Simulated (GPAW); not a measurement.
## 2H-VSSe monolayer: simulated STM images

Aim: Tersoff-Hamann images of 2H-VSSe monolayer at several biases.

Main program and level: GPAW 26.7.0; GPAW, PAW setups; layer in a repeated cell with vacuum, relaxation of atoms and in-plane cell, in the first sound run; inputs show where later runs differ.

**1. The starting structure**

The cell holds 3 atoms: 1 Se, 1 V and 1 S. Cell: a = 3.250 Å, b = 3.250 Å, c = 21.366 Å, α = 90.0°, β = 90.0°, γ = 120.0°. Vacuum lies along c.

Structure file:

```cif
data_structure
_symmetry_space_group_name_H-M 'P 1'
_symmetry_Int_Tables_number 1
_cell_length_a 3.2500
_cell_length_b 3.2500
_cell_length_c 21.3661
_cell_angle_alpha 90.000
_cell_angle_beta 90.000
_cell_angle_gamma 120.000
_cell_volume 195.44
loop_
_atom_site_label
_atom_site_type_symbol
_atom_site_fract_x
_atom_site_fract_y
_atom_site_fract_z
_atom_site_occupancy
Se1 Se 0.33333 0.66667 0.42123 1
V2 V 0.00000 0.00000 0.50526 1
S3 S 0.33333 0.66667 0.57877 1
```

**2. Relaxation**

The atoms are relaxed first, since the surface dipole, and with it the work function, follows the positions of the outer layers.

Input file run.py:

```python
import json
import numpy as np
from ase import Atoms
from ase.filters import FrechetCellFilter
from ase.optimize import BFGS
from gpaw import GPAW, PW

slab = Atoms(
    ['Se', 'V', 'S'],
    positions=[
        [-0.00000, 1.87639, 9.00000],
        [0.00000, 0.00000, 10.79543],
        [-0.00000, 1.87639, 12.36609]],
    cell=[[3.25, 0.0, 0.0], [-1.625, 2.81458, 0.0], [0.0, 0.0, 21.3661]],
    pbc=[True, True, True],
    magmoms=[0.0, 1.0, 0.0])

slab.calc = GPAW(mode=PW(600), xc='PBE', kpts={'size': (12, 12, 1), 'gamma': True},
                 occupations={'name': 'fermi-dirac', 'width': 0.05}, nbands='160%',
                 convergence={'density': 1e-05}, maxiter=200,
                 symmetry={'tolerance': 1e-3}, txt='slab.txt')
result = {}
# The in-plane cell is free; stress needs a cell that repeats along all three vectors
path = []
opt = BFGS(FrechetCellFilter(slab, mask=[1, 1, 0, 0, 0, 1]), maxstep=0.2)
opt.attach(lambda: path.append((slab.get_potential_energy(), slab.positions.tolist(), slab.get_forces().tolist())))
result['relaxed'] = bool(opt.run(fmax=0.02, steps=45))
result['path'] = path
result['cell'] = slab.cell.tolist()
print('in-plane lattice', slab.cell.cellpar().round(4)[[0, 1, 5]])
energy = slab.get_potential_energy()
fermi = slab.calc.get_fermi_level()
v = slab.calc.get_electrostatic_potential().mean((0, 1)) - fermi
n = slab.calc.get_pseudo_density().mean((0, 1))
L = slab.cell[2, 2]
z = np.arange(len(v)) * L / len(v)
low, high = slab.positions[:, 2].min(), slab.positions[:, 2].max()
below, above = np.interp([low - 6.8, high + 6.8], z, v)
slopes = [np.interp(x, z, np.gradient(v, z)) for x in (low - 6.8, high + 6.8)]
eps = np.array([[slab.calc.get_eigenvalues(k, s) for k in range(len(slab.calc.get_ibz_k_points()))]
                for s in range(slab.calc.get_number_of_spins())]) - fermi
top, bottom = eps[eps < 0].max(), eps[eps > 0].min()
dipole = slab.get_dipole_moment()[2]
print(f'energy {energy:.4f} eV, Fermi level {fermi:.4f} eV, dipole {dipole:.5f} e A')
print(f'potential 6.8 A off the faces, from the Fermi level: lower {below:.4f} eV, upper {above:.4f} eV')
print(f'slope of the potential there: lower {slopes[0]:.5f}, upper {slopes[1]:.5f} eV/A')
print(f'nearest levels on the mesh: {top:.4f} and {bottom:.4f} eV')
print('magnetic moment', round(slab.get_magnetic_moment(), 3))
result.update(energy=energy, fermi=fermi, dipole=dipole, below=below, above=above, slopes=slopes, edges=[top, bottom],
              z=z.tolist(), v=v.tolist(), n=n.tolist(), positions=slab.positions.tolist(),
              forces=slab.get_forces(apply_constraint=False).tolist(), moments=slab.get_magnetic_moments().tolist())
json.dump(result, open('result.json', 'w'))
```

Command:

```console
OMP_NUM_THREADS=1 OPENBLAS_NUM_THREADS=1 python run.py
```

The log of the run:

```text
Step          Energy          fmax
BFGS:    0      -18.241527        1.749610
BFGS:    1      -18.317212        1.436828
BFGS:    2      -18.461642        0.375556
BFGS:    3      -18.469351        0.229238
BFGS:    4      -18.471624        0.191023
BFGS:    5      -18.477208        0.144129
BFGS:    6      -18.477855        0.120800
BFGS:    7      -18.478441        0.032130
BFGS:    8      -18.478474        0.005510
in-plane lattice [  3.2647   3.2647 120.    ]
energy -18.4754 eV, Fermi level -2.1199 eV, dipole -0.02919 e A
potential 6.8 A off the faces, from the Fermi level: lower 5.5274 eV, upper 5.6531 eV
slope of the potential there: lower -0.02685, upper -0.02686 eV/A
nearest levels on the mesh: -0.0221 and 0.0198 eV
magnetic moment 0.951
```

Wall time 9 min (1 thread of AMD EPYC 7B13 (Zen 3), shared host); peak memory 0.62 GiB.

Numbers from this step:

```yaml
dipole_along_the_normal: -0.02919 e·Å
levels_nearest_the_fermi_level_on_the_mesh: -0.02210, 0.01984 eV from the Fermi level
site_moments: -0.05268, 0.8736, -0.01630 μB
sum_of_the_site_moments: 0.8046 μB
```

Table of electrostatic potential energy of an electron (without an applied field's), less the Fermi level, planar mean by z:

```tsv
z (Å)	electrostatic potential energy of an electron (without an applied field's), less the Fermi level, planar mean (eV)
0	5.59
1	5.56
2	5.54
3	5.51
4	5.48
5	5.46
6	5.42
7	5.31
8	3.50
9	-18.7
10	-3.78
11	-12.2
12	-13.7
13	1.58
14	5.61
15	5.75
16	5.73
17	5.71
18	5.68
19	5.65
20	5.63
21	5.60
```

Table of pseudo valence density, planar mean by z:

z (Å), pseudo valence density, planar mean (e/Å³) and a bar:
```
      5.5       0.00 
      6.0       0.00 
      6.5       0.00 
      7.0       0.00 
      7.5       0.02 
      8.0       0.09 ##
      8.5       0.31 #######
      9.0       0.27 ######
      9.5       0.43 ##########
     10.0       0.38 #########
     10.5       1.02 #######################
     11.0       1.31 ##############################
     11.5       0.47 ###########
     12.0       0.46 ##########
     12.5       0.39 #########
     13.0       0.20 #####
     13.5       0.05 #
     14.0       0.01 
     14.5       0.00 
     15.0       0.00 
     15.5       0.00
```

Site moment by atom:

```tsv
atom	site moment (μB)
Se1	-0.053
V2	0.874
S3	-0.016
```

The relaxation lowered the energy of the cell by 0.235 eV (energies extrapolated to zero smearing; the optimiser's log prints free energies). The largest force left on a free atom is 0.0055 eV/Å.

**3. The slab's potential**

With the geometry fixed, the planar mean of the potential gives the vacuum level on each side.

This step: GPAW, PAW setups; slab in vacuum (GPAW 26.7.0).

The cell differs from the one that the last finished run ended in (c 21.366 → 21.088 Å).

Input file run.py:

```python
import json
import numpy as np
from ase import Atoms
from ase.dft.stm import STM
from gpaw import GPAW, PW

slab = Atoms(
    ['Se', 'V', 'S'],
    positions=[
        [-0.00000, 1.88488, 9.00000],
        [0.00000, 0.00000, 10.66197],
        [-0.00000, 1.88488, 12.08839]],
    cell=[[3.2647, 0.0, 0.0], [-1.63235, 2.82731, 0.0], [0.0, 0.0, 21.0884]],
    pbc=[True, True, False],
    magmoms=[0.0, 1.0, 0.0])

slab.calc = GPAW(mode=PW(400), xc='PBE', kpts={'size': (12, 12, 1), 'gamma': True},
                 occupations={'name': 'fermi-dirac', 'width': 0.05}, nbands='160%',
                 convergence={'density': 1e-05}, maxiter=200,
                 poissonsolver={'dipolelayer': 'xy'},
                 symmetry={'tolerance': 1e-3}, txt='slab.txt')
result = {}
energy = slab.get_potential_energy()
fermi = slab.calc.get_fermi_level()
v = slab.calc.get_electrostatic_potential().mean((0, 1)) - fermi
n = slab.calc.get_pseudo_density().mean((0, 1))
L = slab.cell[2, 2]
z = np.arange(len(v)) * L / len(v)
low, high = slab.positions[:, 2].min(), slab.positions[:, 2].max()
below, above = np.interp([low - 6.8, high + 6.8], z, v)
slopes = [np.interp(x, z, np.gradient(v, z)) for x in (low - 6.8, high + 6.8)]
eps = np.array([[slab.calc.get_eigenvalues(k, s) for k in range(len(slab.calc.get_ibz_k_points()))]
                for s in range(slab.calc.get_number_of_spins())]) - fermi
top, bottom = eps[eps < 0].max(), eps[eps > 0].min()
dipole = slab.get_dipole_moment()[2]
print(f'energy {energy:.4f} eV, Fermi level {fermi:.4f} eV, dipole {dipole:.5f} e A')
print(f'potential 6.8 A off the faces, from the Fermi level: lower {below:.4f} eV, upper {above:.4f} eV')
print(f'slope of the potential there: lower {slopes[0]:.5f}, upper {slopes[1]:.5f} eV/A')
print(f'nearest levels on the mesh: {top:.4f} and {bottom:.4f} eV')
print('magnetic moment', round(slab.get_magnetic_moment(), 3))
result.update(energy=energy, fermi=fermi, dipole=dipole, below=below, above=above, slopes=slopes, edges=[top, bottom],
              z=z.tolist(), v=v.tolist(), n=n.tolist(), positions=slab.positions.tolist(),
              forces=slab.get_forces(apply_constraint=False).tolist(), moments=slab.get_magnetic_moments().tolist())

# Images need the states of the whole zone, up to time reversal
slab.calc = slab.calc.fixed_density(symmetry={'point_group': False}, txt='states.txt', nbands='250%',
                                    convergence={'bands': 'CBM+1.3'})
stm = STM(slab)
result['stm'] = []
for bias in [-1.0, 1.0]:
    height = high + 3.0
    current = stm.get_averaged_current(bias, height)
    x, y, h = stm.scan(bias, current)
    i, f = divmod(height / L * stm.ldos.shape[2], 1)
    I = abs((1 - f) * stm.ldos[:, :, int(i)] + f * stm.ldos[:, :, int(i) + 1])
    print(f'bias {bias} V: mean current at 3.0 A {current:.4e}, corrugation {np.ptp(h):.4f} A')
    result['stm'].append(dict(bias=bias, current=current, h=(h - high).tolist(), I=I.tolist()))
json.dump(result, open('result.json', 'w'))
```

The log of the run:

```text
energy -18.4374 eV, Fermi level -2.0754 eV, dipole -0.02195 e A
potential 6.8 A off the faces, from the Fermi level: lower 5.3764 eV, upper 5.8084 eV
slope of the potential there: lower -0.00001, upper 0.00000 eV/A
nearest levels on the mesh: -0.0197 and 0.0224 eV
magnetic moment 0.949
bias -1.0 V: mean current at 3.0 A 4.8128e-05, corrugation 0.3698 A
bias 1.0 V: mean current at 3.0 A 4.1511e-05, corrugation 0.3389 A
```

Elapsed: 2.4 min, on 1 thread; peak memory 0.62 GiB.

Numbers from this step:

* dipole along the normal: -0.02195 e·Å
* levels nearest the Fermi level on the mesh: -0.01967, 0.02237 eV from the Fermi level
* upper work function: 5.808 eV
* lower work function: 5.376 eV
* site moments: -0.05245, 0.8711, -0.01609 μB
* corrugation -1: 0.3698 Å
* corrugation 1: 0.3389 Å
* sum of the site moments: 0.8026 μB

Table of electrostatic potential energy of an electron (without an applied field's), less the Fermi level, planar mean by z:

z (Å), electrostatic potential energy of an electron (without an applied field's), less the Fermi level, planar mean (eV) and a bar from the least value:
```
      0.0        5.6 ##############################
      0.5        5.4 ##############################
      1.0        5.4 ##############################
      1.5        5.4 ##############################
      2.0        5.4 ##############################
      2.5        5.4 ##############################
      3.0        5.4 ##############################
      3.5        5.4 ##############################
      4.0        5.4 ##############################
      4.5        5.4 ##############################
      5.0        5.4 ##############################
      5.5        5.4 ##############################
      6.0        5.4 ##############################
      6.5        5.3 #############################
      7.0        5.2 #############################
      7.5        4.7 #############################
      8.0        2.5 ##########################
      8.5       -6.3 ################
      9.0      -20.6 
      9.5       -7.9 ##############
     10.0       -4.6 ##################
     10.5      -12.7 #########
     11.0       -9.9 ############
     11.5       -5.9 #################
     12.0      -16.8 ####
     12.5       -6.3 ################
     13.0        3.0 ###########################
     13.5        5.2 #############################
     14.0        5.7 ##############################
     14.5        5.8 ##############################
     15.0        5.8 ##############################
     15.5        5.8 ##############################
     16.0        5.8 ##############################
     16.5        5.8 ##############################
     17.0        5.8 ##############################
     17.5        5.8 ##############################
     18.0        5.8 ##############################
     18.5        5.8 ##############################
     19.0        5.8 ##############################
     19.5        5.8 ##############################
     20.0        5.8 ##############################
     20.5        5.8 ##############################
```

Table of pseudo valence density, planar mean by z:

```tsv
z (Å)	pseudo valence density, planar mean (e/Å³)
0.00	0
0.65	0
1.08	0
1.72	0
2.15	0
2.80	0
3.44	1.8e-6
3.87	2.3e-6
4.52	3.1e-6
5.16	3.3e-5
5.59	1.1e-4
6.24	7.2e-4
6.67	0.00258
7.32	0.0181
7.96	0.120
8.39	0.321
9.04	0.221
9.68	0.403
10.11	0.486
10.76	1.55
11.19	0.572
11.84	0.468
12.48	0.383
12.91	0.182
13.56	0.0264
14.20	0.00334
14.63	8.7e-4
15.28	1.2e-4
15.71	3.2e-5
16.35	5.3e-6
17.00	0
17.43	0
18.08	0
18.72	0
19.15	0
19.80	0
20.23	0
20.87	0
```

Tip height over the top atom over a1 and a2. Sample bias -1 V, constant current at the mean current 3.0 Å over the top atom.

Values in Å, 16 rows by 16 columns:
```
2.81 2.85 2.90 2.95 3.00 3.04 3.07 3.09 3.09 3.07 3.04 3.00 2.95 2.90 2.85 2.81
2.85 2.90 2.95 3.01 3.06 3.10 3.12 3.12 3.12 3.10 3.06 3.01 2.95 2.90 2.85 2.83
2.90 2.95 3.01 3.06 3.10 3.13 3.14 3.14 3.13 3.10 3.06 3.01 2.95 2.90 2.87 2.87
2.95 3.00 3.06 3.10 3.14 3.16 3.16 3.16 3.14 3.10 3.06 3.00 2.95 2.91 2.89 2.91
2.98 3.04 3.10 3.13 3.16 3.17 3.17 3.16 3.13 3.10 3.04 2.98 2.94 2.92 2.92 2.94
3.02 3.07 3.12 3.14 3.16 3.17 3.16 3.14 3.12 3.07 3.02 2.97 2.94 2.92 2.94 2.97
3.04 3.09 3.12 3.14 3.16 3.16 3.14 3.12 3.09 3.04 2.99 2.95 2.93 2.93 2.95 2.99
3.05 3.09 3.12 3.13 3.14 3.13 3.12 3.09 3.05 3.00 2.96 2.94 2.92 2.94 2.96 3.00
3.04 3.07 3.10 3.10 3.10 3.10 3.07 3.04 3.00 2.97 2.94 2.92 2.92 2.94 2.97 3.00
3.02 3.04 3.06 3.06 3.06 3.04 3.02 2.99 2.96 2.94 2.92 2.91 2.92 2.94 2.96 2.99
2.98 3.00 3.01 3.01 3.00 2.98 2.97 2.95 2.94 2.92 2.91 2.91 2.92 2.94 2.95 2.97
2.95 2.95 2.95 2.95 2.95 2.94 2.94 2.93 2.92 2.92 2.92 2.92 2.92 2.93 2.94 2.94
2.90 2.90 2.90 2.90 2.91 2.92 2.92 2.93 2.94 2.94 2.94 2.94 2.93 2.92 2.92 2.91
2.85 2.85 2.85 2.87 2.89 2.92 2.94 2.95 2.96 2.97 2.96 2.95 2.94 2.92 2.89 2.87
2.81 2.81 2.83 2.87 2.91 2.94 2.97 2.99 3.00 3.00 2.99 2.97 2.94 2.91 2.87 2.83
2.80 2.81 2.85 2.90 2.95 2.98 3.02 3.04 3.05 3.04 3.02 2.98 2.95 2.90 2.85 2.81
```
Columns: a1 from 0 to 0.938; rows upwards: a2 from 0 to 0.938.

Local density of states summed over the bias window over a1 and a2. Sample bias -1 V, constant height 3.0 Å over the top atom.

Values in units of 1e-5 arbitrary, 16 rows by 16 columns:
```
3.2 3.4 3.7 4.2 4.8 5.3 5.7 5.9 5.9 5.7 5.3 4.8 4.2 3.7 3.4 3.2
3.4 3.7 4.2 4.9 5.5 6.0 6.4 6.5 6.4 6.0 5.5 4.9 4.2 3.7 3.4 3.3
3.8 4.2 4.9 5.6 6.2 6.8 7.0 7.0 6.8 6.2 5.6 4.9 4.2 3.8 3.5 3.5
4.2 4.8 5.5 6.2 6.9 7.3 7.5 7.3 6.9 6.2 5.5 4.8 4.2 3.8 3.7 3.8
4.6 5.3 6.0 6.8 7.3 7.7 7.7 7.3 6.8 6.0 5.3 4.6 4.1 3.9 3.9 4.1
5.0 5.7 6.4 7.0 7.5 7.7 7.5 7.0 6.4 5.7 5.0 4.5 4.1 3.9 4.1 4.5
5.2 5.9 6.5 7.0 7.3 7.3 7.0 6.5 5.9 5.2 4.7 4.3 4.0 4.0 4.3 4.7
5.3 5.9 6.4 6.8 6.9 6.8 6.4 5.9 5.3 4.8 4.4 4.1 4.0 4.1 4.4 4.8
5.2 5.7 6.0 6.2 6.2 6.0 5.7 5.2 4.8 4.5 4.2 4.0 4.0 4.2 4.5 4.8
5.0 5.3 5.5 5.6 5.5 5.3 5.0 4.7 4.4 4.2 3.9 3.8 3.9 4.2 4.4 4.7
4.6 4.8 4.9 4.9 4.8 4.6 4.5 4.3 4.1 4.0 3.8 3.8 4.0 4.1 4.3 4.5
4.2 4.2 4.2 4.2 4.2 4.1 4.1 4.0 4.0 4.0 3.9 4.0 4.0 4.0 4.1 4.1
3.8 3.7 3.7 3.8 3.8 3.9 3.9 4.0 4.1 4.2 4.2 4.1 4.0 3.9 3.9 3.8
3.4 3.4 3.4 3.5 3.7 3.9 4.1 4.3 4.4 4.5 4.4 4.3 4.1 3.9 3.7 3.5
3.2 3.2 3.3 3.5 3.8 4.1 4.5 4.7 4.8 4.8 4.7 4.5 4.1 3.8 3.5 3.3
3.1 3.2 3.4 3.8 4.2 4.6 5.0 5.2 5.3 5.2 5.0 4.6 4.2 3.8 3.4 3.2
```
Columns: a1 from 0 to 0.938; rows upwards: a2 from 0 to 0.938.

[end of part 1 of 2]

[Logs are printed without paths, hosts, clocks, repeated set-up lines and the standing remarks that a program may print on its own settings, such as how far it seeks lower states.]

[Hosts, paths, dates, database ids (printed as entryN), source tags and the programs' standing remarks are cut or masked in the printed files.]
